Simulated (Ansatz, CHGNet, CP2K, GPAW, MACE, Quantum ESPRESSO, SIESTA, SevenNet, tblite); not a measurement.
# Al54Cu46 (at. %) with crystalline order left by the classical run (111 atoms), the built cell with every atom moved at random

Geometry: the built cell with every atom moved at random. Computed with Ansatz 0.2.0: Kohn-Sham DFT, PBE, PAW, plane waves; cutoff 420 eV, Γ point, fermi-dirac smearing of 0.05 eV; density 4.99 g/cm³.

Cell vectors (Å):

```
11.739 0.000 0.000
0.000 11.739 0.000
0.000 0.000 11.739
```

Positions (Å):

```
1 Al 0.118 5.676 9.712
2 Al 3.753 9.764 9.538
3 Al 0.461 8.371 5.461
4 Al 2.241 2.666 0.694
5 Al 2.479 2.042 7.602
6 Al 7.278 9.633 6.665
7 Al 8.898 8.157 0.265
8 Al 7.060 8.513 2.181
9 Al 3.768 10.932 3.582
10 Al 7.105 0.625 7.245
11 Al 10.329 10.615 10.901
12 Al 0.708 4.259 7.185
13 Al 5.863 9.130 4.590
14 Al 8.533 9.233 9.429
15 Al 0.330 11.461 1.880
16 Al 5.200 2.734 7.290
17 Al 0.679 7.318 2.976
18 Al 8.588 1.566 3.257
19 Al 9.084 10.613 2.315
20 Al 3.372 4.439 6.382
21 Al 2.845 6.041 4.181
22 Al 9.676 8.768 6.732
23 Al 1.376 4.754 2.215
24 Al 5.564 10.720 1.528
25 Al 11.549 2.548 2.513
26 Al 9.657 7.575 2.670
27 Al 7.868 5.914 1.622
28 Al 6.703 4.107 0.023
29 Al 3.050 0.696 10.172
30 Al 1.348 10.140 10.821
31 Al 9.286 6.631 8.790
32 Al 7.652 6.592 6.728
33 Al 2.029 9.393 7.478
34 Al 3.794 1.953 5.164
35 Al 9.868 1.038 0.793
36 Al 2.798 11.412 6.253
37 Al 9.109 1.877 5.774
38 Al 11.567 10.934 6.322
39 Al 5.972 9.029 10.987
40 Al 1.073 2.930 9.691
41 Al 8.686 2.635 10.863
42 Al 11.204 6.219 0.773
43 Al 6.189 2.101 9.714
44 Al 2.034 5.151 11.314
45 Al 4.252 4.575 0.771
46 Al 5.109 1.356 2.763
47 Al 8.446 4.218 4.277
48 Al 11.228 3.526 0.017
49 Al 7.089 1.234 0.911
50 Al 9.846 4.658 6.768
51 Al 3.023 11.696 1.031
52 Al 7.557 4.597 9.090
53 Al 7.289 6.611 4.201
54 Al 5.170 5.855 2.888
55 Al 9.537 11.331 7.869
56 Al 2.982 8.783 4.922
57 Al 11.175 1.941 7.351
58 Al 5.050 5.412 10.023
59 Al 10.967 7.865 10.456
60 Al 2.221 6.786 6.674
61 Cu 4.061 7.359 8.284
62 Cu 0.337 5.653 5.093
63 Cu 6.306 10.467 8.947
64 Cu 5.544 6.912 0.699
65 Cu 2.210 1.409 3.148
66 Cu 8.388 8.913 4.430
67 Cu 0.901 0.027 8.644
68 Cu 8.086 0.264 10.009
69 Cu 9.297 5.282 11.119
70 Cu 4.708 2.027 0.224
71 Cu 10.581 5.034 3.050
72 Cu 6.513 2.072 4.900
73 Cu 9.869 6.787 5.126
74 Cu 7.392 3.775 6.640
75 Cu 4.675 9.463 7.047
76 Cu 10.803 0.590 4.031
77 Cu 5.487 5.319 7.492
78 Cu 11.437 9.505 8.567
79 Cu 11.231 9.155 1.195
80 Cu 4.507 0.251 8.117
81 Cu 5.601 4.430 4.960
82 Cu 1.031 1.456 5.338
83 Cu 11.003 3.235 4.897
84 Cu 3.483 7.242 10.765
85 Cu 1.287 10.832 4.151
86 Cu 4.953 6.913 5.785
87 Cu 1.609 7.660 9.344
88 Cu 3.005 6.768 1.552
89 Cu 2.676 5.251 8.790
90 Cu 3.790 3.162 9.898
91 Cu 6.966 11.363 3.782
92 Cu 6.516 3.510 2.557
93 Cu 6.378 7.797 8.538
94 Cu 9.128 3.582 1.643
95 Cu 10.791 9.766 3.813
96 Cu 4.358 8.435 2.716
97 Cu 8.614 2.245 8.313
98 Cu 3.613 9.245 0.382
99 Cu 1.396 7.851 0.203
100 Cu 11.433 6.903 7.468
101 Cu 5.389 11.596 10.882
102 Cu 10.558 1.329 9.762
103 Cu 1.663 3.589 4.545
104 Cu 1.955 9.375 2.249
105 Cu 7.766 10.528 0.087
106 Cu 8.975 11.137 5.342
107 Cu 5.304 11.541 5.619
108 Cu 7.285 6.637 10.625
109 Cu 3.747 3.538 3.143
110 Cu 0.663 0.873 11.365
111 Cu 10.275 3.735 9.144
```

Q: Give the force on every atom.

Columns: atom, fx, fy, fz (forces in eV/Å).

```
1 -0.595 -1.171 -0.691
2 0.474 -0.255 -0.233
3 -0.644 -0.200 -0.214
4 0.085 -0.285 0.259
5 0.083 -0.266 0.371
6 -0.661 0.469 0.698
7 -0.121 0.210 -0.183
8 -0.449 0.272 0.027
9 0.204 0.059 0.157
10 -0.641 -0.018 0.082
11 0.169 0.012 -0.058
12 0.274 0.273 0.303
13 -0.689 0.055 -0.239
14 -0.176 -0.201 -0.296
15 -0.138 0.061 0.193
16 -0.203 -0.032 0.244
17 -0.114 0.043 -0.055
18 -0.339 0.049 -0.070
19 -0.224 0.007 -0.198
20 0.347 -0.269 -0.091
21 -0.233 -0.187 -0.237
22 0.751 -0.180 0.152
23 0.269 -0.014 0.103
24 0.300 -0.312 0.305
25 0.040 -0.233 0.292
26 0.069 0.339 0.545
27 0.010 -0.032 -0.320
28 0.317 -0.054 -0.286
29 -0.364 0.337 -0.345
30 -0.183 -0.143 0.005
31 0.067 -0.092 0.423
32 -0.129 -0.494 0.049
33 -0.371 -0.750 0.868
34 0.018 -0.092 -0.528
35 0.353 0.086 0.138
36 0.182 0.555 -0.704
37 -0.378 0.276 0.187
38 0.577 0.172 -0.826
39 -0.051 -1.042 0.099
40 0.150 -0.106 -0.401
41 -0.108 0.454 -0.646
42 -0.209 -0.139 -0.082
43 0.045 -0.343 0.201
44 -0.217 0.383 -0.009
45 -0.296 -0.586 0.409
46 -0.149 -0.014 0.280
47 0.250 -0.366 0.169
48 -0.119 0.259 0.032
49 -0.130 -0.041 -0.621
50 -0.339 0.182 -0.081
51 -0.058 0.088 0.100
52 0.002 -0.149 -0.110
53 0.030 0.468 0.178
54 0.046 -0.070 0.243
55 -0.134 0.291 0.616
56 0.530 -0.040 -0.245
57 0.408 -0.187 0.330
58 0.053 0.464 -0.509
59 0.227 1.290 -0.042
60 -0.328 0.203 0.355
61 -0.653 -0.070 0.147
62 0.068 0.506 0.086
63 0.248 -0.515 -0.614
64 -0.294 0.159 -0.141
65 0.362 0.003 -0.574
66 -0.034 -0.069 -0.118
67 0.007 0.254 -0.047
68 0.235 0.273 -0.747
69 0.182 -0.340 -0.094
70 0.147 0.072 0.094
71 0.379 0.505 0.101
72 0.091 -0.306 -0.006
73 -0.350 0.100 -0.171
74 0.277 0.078 0.156
75 -0.169 -0.003 -0.147
76 0.187 0.135 -0.151
77 0.334 -0.337 0.561
78 -0.162 0.034 -0.230
79 -0.230 -0.421 0.027
80 0.188 0.165 0.075
81 -0.142 0.321 -0.076
82 0.279 -1.033 0.822
83 -0.307 0.151 0.377
84 0.876 -0.201 0.024
85 -0.024 0.086 0.569
86 -0.240 0.480 -0.491
87 -0.295 0.218 -0.637
88 0.342 -0.326 0.459
89 -0.056 -0.056 0.079
90 -0.375 0.051 -0.218
91 -0.194 0.026 -0.291
92 -0.128 0.027 -0.027
93 0.327 0.293 0.020
94 -0.484 -0.327 -0.306
95 0.251 -0.514 0.194
96 0.365 0.397 0.121
97 -0.067 -0.487 0.106
98 0.203 0.385 0.040
99 -0.518 -0.127 -0.017
100 0.108 0.031 -0.393
101 0.096 0.014 0.060
102 -0.093 -0.447 0.086
103 0.603 0.729 -0.137
104 0.016 0.006 -0.113
105 0.200 -0.352 0.701
106 0.064 0.078 0.179
107 -0.248 0.085 0.085
108 -0.128 0.220 0.306
109 0.336 0.450 -0.086
110 0.167 -0.160 -0.104
111 0.714 0.766 0.369
```

The quench rate of 500 K/ps is many orders above laboratory rates, so the cell is likely richer in defects and strain than a real sample. The network of bonds at the start is that of the classical potential that made the cell, and needn't be the one that DFT or experiment would give. The electron count is odd and the run has no spin polarisation, so levels at the top are partly filled by construction. Only the Γ point is sampled, in a cell whose shortest periodic width is 12 Å, which is coarse for a cell with partly filled levels.

The r.m.s. force component is 0.336 eV/Å; the longest force, 1.48 eV/Å, acts on Al1.

[Logs are printed without paths, hosts, clocks, repeated set-up lines and the standing remarks that a program may print on its own settings, such as how far it seeks lower states.]

[Hosts, paths, dates, database ids (printed as entryN), source tags and the programs' standing remarks are cut or masked in the printed files.]
